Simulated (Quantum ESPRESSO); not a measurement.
### FeClO: parallel and opposed starts

It takes space group Pmmn (No. 59, orthorhombic). The conventional cell has a = 3.302 Å, b = 3.780 Å, c = 7.917 Å, α = 90.00°, β = 90.00°, γ = 90.00°. Nearest to Fe lie 4 O at 1.96 to 2.10 Å and 2 Cl at 2.37 Å. Cl has 2 Fe at 2.37 Å nearest. O has 4 Fe at 1.96 to 2.10 Å nearest. Farther neighbours and most contacts between anions are not listed.

```xyz
6
Lattice="3.3020 0.0000 0.0000 0.0000 3.7800 0.0000 0.0000 0.0000 7.9170" Properties=species:S:1:pos:R:3 pbc="T T T"
Fe    1.6510    0.0000    0.9158
Fe    0.0000    1.8900    7.0012
Cl    0.0000    0.0000    2.6128
Cl    1.6510    1.8900    5.3042
O     0.0000    0.0000    7.5345
O     1.6510    1.8900    0.3825
```

| Item | Value |
| --- | --- |
| method | LDA with U = 4.5 eV on Fe d (ortho-atomic projectors); plane waves with GBRV 1.5 LDA potentials, no spin-orbit coupling, projections on orthogonalised atomic orbitals (and 2 further levels or steps) |
| program | Quantum ESPRESSO 7.5 |
| settings of one run | GBRV 1.5 LDA, cutoff 544.23 eV, 6×6×6 k-mesh, 43 bands, fermi-dirac occupations, smearing width 0.05 eV, collinear spin, SCF threshold 1.20e-8, Hubbard form dudarev, Hubbard projectors ortho-atomic, starting moments 4 -4 0 0 0 0 μB |
| cost | 4 runs, 2.1 min in all on 4 MPI ranks of AMD EPYC 9R14 (Zen 4), shared host (the runs of this entry) |
| lowest state found | antiferromagnetic (from antiferro +-) |
| largest site moment | 3.86 μB |
| next state with moments | ferromagnetic, 46.2 meV a seeded atom higher |

The largest moment reads 3.86 μB in the sphere and 4.26 μB by Löwdin projection; a site moment hangs on how space is shared out. This is the lowest of 2 collinear or spinless starts, no proof of the ground state.

[Logs and program files are shortened in this print: banners, set-up blocks, solver, clock and traceback lines can be left out without a mark of their own.]

[Logs are printed without paths, hosts, clocks, repeated set-up lines and the standing remarks that a program may print on its own settings, such as how far it seeks lower states.]

[Hosts, paths, dates, database ids (printed as entryN), source tags and the programs' standing remarks are cut or masked in the printed files.]

[Where a cell is said to come from a database of computed structures, the database is the Materials Project.]
